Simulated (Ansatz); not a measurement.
## Cr (Im-3m): phonon-mediated transition temperature

Aim: the phonon-mediated transition temperature of Cr (Im-3m) at ambient pressure, over a range of μ*. The cell shown first is a relaxed one, from steps not shown here.

Method: DFT PBE, scalar-relativistic, plane waves, PseudoDojo norm-conserving pseudopotentials, in the first sound run; inputs show where later runs differ, in Ansatz 0.2.0.

Most raw output is cut from this account.

## Step 1: The cell after earlier relaxation steps

Symmetry: Im-3m, No. 229, cubic system. The conventional cell has a = 2.849 Å, b = 2.849 Å, c = 2.849 Å, α = 90.00°, β = 90.00°, γ = 90.00°. Nearest to Cr lie 8 Cr at 2.47 Å.

## Step 2: Electron–phonon run: PseudoDojo files

The run that gives the couplings also evaluates McMillan's and Allen and Dynes's formulas and, where asked, the Eliashberg equations, over a range of μ*.

input.yaml

```yaml
crystal:
  lattice:
    - [-1.4245686806, 1.4245686806, 1.4245686806]
    - [1.4245686806, -1.4245686806, 1.4245686806]
    - [1.4245686806, 1.4245686806, -1.4245686806]
  atoms:
    - { symbol: Cr, position: [0.0, 0.0, 0.0] }
kpoints:
  mp_grid: { grid: [12, 12, 12] }
hamiltonian:
  xc: pbe
  pseudopotentials: { kind: nc, accuracy: standard }
scf:
  occupations: { method: methfessel_paxton, width: 0.2 }
output:
  eigenvalues: true
phonons:
  method: dfpt
  qmesh: [3, 3, 3]
  temperatures: { t_max: 1000, t_step: 50 }
  qpath:
    path:
      - [[0.0, 0.0, 0.0], [0.5, -0.5, 0.5], [0.0, 0.0, 0.5], [0.0, 0.0, 0.0], [0.25, 0.25, 0.25], [0.5, -0.5, 0.5]]
      - [[0.25, 0.25, 0.25], [0.0, 0.0, 0.5]]
    npoints: 10
  electrical_resistivity:
    mesh: [16, 16, 16]
    temperatures: [20.0, 50.0, 80.0, 100.0, 150.0, 200.0, 273.0, 300.0, 400.0, 500.0, 600.0, 800.0]
  superconductivity: { mesh: [16, 16, 16], eliashberg_equations: false }
```

On the command line:

```
$ ansatz run input.yaml --threads 4 --pin off --max-ram 10240MiB --backend cpu --events-out ev --progress --plain --runs-dir out
```

The job ended after 2.1 min (4 threads of Arm Neoverse V2, shared host; peak memory 1.6 GiB; 8.2 min of CPU time).

This step gave:

| Quantity | Value |
| --- | --- |
| volume per atom | 11.56 Å³ |
| metallic on mesh | yes |
| gap on the k-mesh | 0 eV |
| zero point energy | 0.04803 eV/cell |
| share of imaginary modes in the plain interpolation between solved wavevectors | 0 |
| highest frequency, solved or plainly interpolated | 369.2 cm⁻¹ |
| Debye temperature (second moment) | 495 K |
| resistivity at 300 K | 7.682 μΩ cm |
| coupling constant λ | 0.3683 |
| density of states at the Fermi level | 0.3316 states/eV a spin and cell |
| log mean phonon energy ħω_log | 29.47 meV |
| transport coupling constant λ_tr | 0.3582, 0.3582, 0.3582 (xx, yy, zz) |
| Drude plasma energy | 6.869, 6.869, 6.869 eV (xx, yy, zz) |
| resistivity times mean free path | 6.173, 6.173, 6.173 × 10⁻¹⁶ Ω m² (xx, yy, zz) |
| second-moment phonon energy ħω₂ | 31.15 meV |
| coupling λ by branch | 0.173, 0.103, 0.093 (branches by rank of frequency) |

Transition temperatures:

| μ* | McMillan Tc (K) | Allen–Dynes Tc (K) |
| --- | --- | --- |
| 0.08 | 1.47 | 1.49 |
| 0.1 | 0.865 | 0.876 |
| 0.12 | 0.454 | 0.459 |
| 0.13 | 0.311 | 0.314 |
| 0.14 | 0.203 | 0.205 |
| 0.16 | 0.0719 | 0.0726 |
| 0.2 | 0.0026 | 0.00262 |

## Step 3: Coupling and resistivity: finite displacements

Finite displacements in a supercell are the other road to force constants and couplings; here with the base functional.

This step: DFT PBE, scalar-relativistic, plane waves, PAW (Ansatz 0.2.0).

input.yaml: that of step 2 with these lines changed.

```diff
@@ -2,5 +2,5 @@
   lattice:
-    - [-1.4245686806, 1.4245686806, 1.4245686806]
-    - [1.4245686806, -1.4245686806, 1.4245686806]
-    - [1.4245686806, 1.4245686806, -1.4245686806]
+    - [-1.4241331335, 1.4241331335, 1.4241331335]
+    - [1.4241331335, -1.4241331335, 1.4241331335]
+    - [1.4241331335, 1.4241331335, -1.4241331335]
   atoms:
@@ -11,3 +11,2 @@
   xc: pbe
-  pseudopotentials: { kind: nc, accuracy: standard }
 scf:
@@ -17,4 +16,4 @@
 phonons:
-  method: dfpt
-  qmesh: [3, 3, 3]
+  method: fd
+  supercell: [3, 3, 3]
   temperatures: { t_max: 1000, t_step: 50 }
```

Elapsed: 77 s, on 4 threads; peak memory 2.6 GiB.

This step gave:

- volume per atom: 11.55 Å³
- zero point energy: 0.04776 eV/cell
- highest frequency, solved or plainly interpolated: 367.4 cm⁻¹
- Debye temperature (second moment): 492 K
- resistivity at 300 K: 7.779 μΩ cm
- coupling constant λ: 0.3794
- density of states at the Fermi level: 0.3372 states/eV a spin and cell
- log mean phonon energy ħω_log: 29.11 meV
- transport coupling constant λ_tr: 0.3675, 0.3675, 0.3675 (xx, yy, zz)
- Drude plasma energy: 6.922, 6.922, 6.922 eV (xx, yy, zz)
- resistivity times mean free path: 6.077, 6.077, 6.077 × 10⁻¹⁶ Ω m² (xx, yy, zz)
- second-moment phonon energy ħω₂: 30.78 meV
- coupling λ by branch: 0.178, 0.106, 0.0952 (branches by rank of frequency)

Transition temperatures:

| μ* | McMillan Tc (K) | Allen–Dynes Tc (K) |
| --- | --- | --- |
| 0.08 | 1.7 | 1.72 |
| 0.1 | 1.03 | 1.05 |
| 0.12 | 0.569 | 0.575 |
| 0.13 | 0.401 | 0.405 |
| 0.14 | 0.271 | 0.274 |
| 0.16 | 0.105 | 0.106 |
| 0.2 | 0.00554 | 0.00559 |

## Step 4: Electron–phonon run: r2SCAN at its own relaxed cell

The functional sets the lattice constant, the bands and the force constants.

This step: DFT r2SCAN, scalar-relativistic, plane waves, PAW (Ansatz 0.2.0).

input.yaml: that of step 3 with these lines changed.

```diff
@@ -2,5 +2,5 @@
   lattice:
-    - [-1.4241331335, 1.4241331335, 1.4241331335]
-    - [1.4241331335, -1.4241331335, 1.4241331335]
-    - [1.4241331335, 1.4241331335, -1.4241331335]
+    - [-1.4148090053, 1.4148090053, 1.4148090053]
+    - [1.4148090053, -1.4148090053, 1.4148090053]
+    - [1.4148090053, 1.4148090053, -1.4148090053]
   atoms:
@@ -10,3 +10,3 @@
 hamiltonian:
-  xc: pbe
+  xc: r2scan
 scf:
@@ -16,4 +16,4 @@
 phonons:
-  method: fd
-  supercell: [3, 3, 3]
+  method: dfpt
+  qmesh: [3, 3, 3]
   temperatures: { t_max: 1000, t_step: 50 }
```

Run time: 1.8 min. Hardware: 4 threads; peak memory 3 GiB.

This step gave:

```yaml
volume_per_atom: 11.33 Å³
zero_point_energy: 0.05038 eV/cell
highest_frequency_solved_or_plainly_interpolated: 387.3 cm⁻¹
debye_temperature_second_moment: 519 K
resistivity_at_300_k: 7.195 μΩ cm
coupling_constant_lambda: 0.3625
density_of_states_at_the_fermi_level: 0.2973 states/eV a spin and cell
log_mean_phonon_energy_omega_log: 30.59 meV
transport_coupling_constant_lambda_tr: 0.3512, 0.3512, 0.3512 (xx, yy, zz)
drude_plasma_energy: 7.013, 7.013, 7.013 eV (xx, yy, zz)
resistivity_times_mean_free_path: 6.267, 6.267, 6.267 × 10⁻¹⁶ Ω m² (xx, yy, zz)
second_moment_phonon_energy_omega: 32.43 meV
coupling_lambda_by_branch: 0.169, 0.102, 0.0914 (branches by rank of frequency)
```

Transition temperatures:

| μ* | McMillan Tc (K) | Allen–Dynes Tc (K) |
| --- | --- | --- |
| 0.08 | 1.4 | 1.41 |
| 0.1 | 0.808 | 0.818 |
| 0.12 | 0.413 | 0.418 |
| 0.13 | 0.278 | 0.281 |
| 0.14 | 0.178 | 0.18 |
| 0.16 | 0.0598 | 0.0604 |
| 0.2 | 0.00173 | 0.00174 |

The Eliashberg function α²F has structure finer than the step of the table below, so its rows give means over 1 meV, whole bins alone (the curve runs from 0.182 to 46.5 meV). Peaks (meV: height): α²F 31.2: 0.439, 36.7: 0.297, 42.9: 0.268; α²F tr 31.2: 0.455, 36.7: 0.322, 40.0: 0.285.

Table of Eliashberg function α²F by phonon energy; means over each step:

| phonon energy (meV) | α²F | α²F tr |
| --- | --- | --- |
| 2 | 3.1e-5 | 0 |
| 3 | 1.2e-4 | 2.2e-5 |
| 4 | 4.4e-4 | 1.6e-4 |
| 5 | 0.00102 | 3.8e-4 |
| 6 | 0.00157 | 6.9e-4 |
| 7 | 0.00269 | 0.00138 |
| 8 | 0.00329 | 0.00218 |
| 9 | 0.00411 | 0.00334 |
| 10 | 0.00472 | 0.00434 |
| 11 | 0.00528 | 0.00517 |
| 12 | 0.00605 | 0.00616 |
| 13 | 0.00671 | 0.00684 |
| 14 | 0.00737 | 0.00740 |
| 15 | 0.00829 | 0.00804 |
| 16 | 0.00947 | 0.00896 |
| 17 | 0.0108 | 0.00987 |
| 18 | 0.0125 | 0.0112 |
| 19 | 0.0149 | 0.0132 |
| 20 | 0.0180 | 0.0158 |
| 21 | 0.0229 | 0.0197 |
| 22 | 0.0307 | 0.0253 |
| 23 | 0.0448 | 0.0349 |
| 24 | 0.0857 | 0.0610 |
| 25 | 0.194 | 0.132 |
| 26 | 0.267 | 0.207 |
| 27 | 0.297 | 0.256 |
| 28 | 0.321 | 0.297 |
| 29 | 0.345 | 0.336 |
| 30 | 0.384 | 0.386 |
| 31 | 0.427 | 0.440 |
| 32 | 0.339 | 0.355 |
| 33 | 0.288 | 0.306 |
| 34 | 0.242 | 0.259 |
| 35 | 0.209 | 0.220 |
| 36 | 0.235 | 0.242 |
| 37 | 0.260 | 0.282 |
| 38 | 0.194 | 0.210 |
| 39 | 0.182 | 0.204 |
| 40 | 0.241 | 0.265 |
| 41 | 0.239 | 0.254 |
| 42 | 0.247 | 0.252 |
| 43 | 0.251 | 0.246 |
| 44 | 0.162 | 0.147 |
| 45 | 0.0860 | 0.0831 |
| 46 | 0.0412 | 0.0451 |

## Step 5: What came out

| Property | Result |
| --- | --- |
| meshes | q 3×3×3, k 12×12×12, scattering 16×16×16 |
| coupling constant λ | 0.362 |
| log mean phonon energy ħω_log | 30.6 meV |
| Allen–Dynes Tc at μ* = 0.1 | 0.818 K |
| Allen–Dynes Tc at μ* = 0.13 | 0.281 K |

**Reading.** In the last run (r2SCAN, q 3×3×3, k 12×12×12, scattering 16×16×16), with λ = 0.36 and ħω_log = 30.6 meV, Tc at μ* = 0.13 is 0.28 K by McMillan's formula and 0.28 K by Allen and Dynes's. Wikipedia's list of superconducting elements holds no transition of Cr at normal pressure, while the calculation gives 0.28 K at μ* = 0.13; these runs do not show why: μ* may be larger, spin fluctuations are left out, and the cell, functional and meshes all move λ. Raising μ* from 0.10 to 0.16 lowers the Allen–Dynes value from 0.82 to 0.060 K. By the run's own test λ is not converged in the fine mesh: it moves by 4 % between the two finest. The run's transport test calls it not converged in the mesh; ρ(300 K) moves by 10 % in the component that moves most. The runs are not spin-polarised; where the real material orders magnetically, these values do not describe it. These meshes are coarse. Over the runs, λ takes the values 0.368, 0.379 and 0.362, in the order shown. No spin polarisation, while the real metal orders magnetically. μ* is a typed number, phonons are harmonic, and spin fluctuations are left out; at μ* = 0.13 McMillan's formula turns 1 % in λ into about 9.6 % in Tc.

[Logs are printed without paths, hosts, clocks, repeated set-up lines and the standing remarks that a program may print on its own settings, such as how far it seeks lower states.]

[Hosts, paths, dates, database ids (printed as entryN), source tags and the programs' standing remarks are cut or masked in the printed files.]
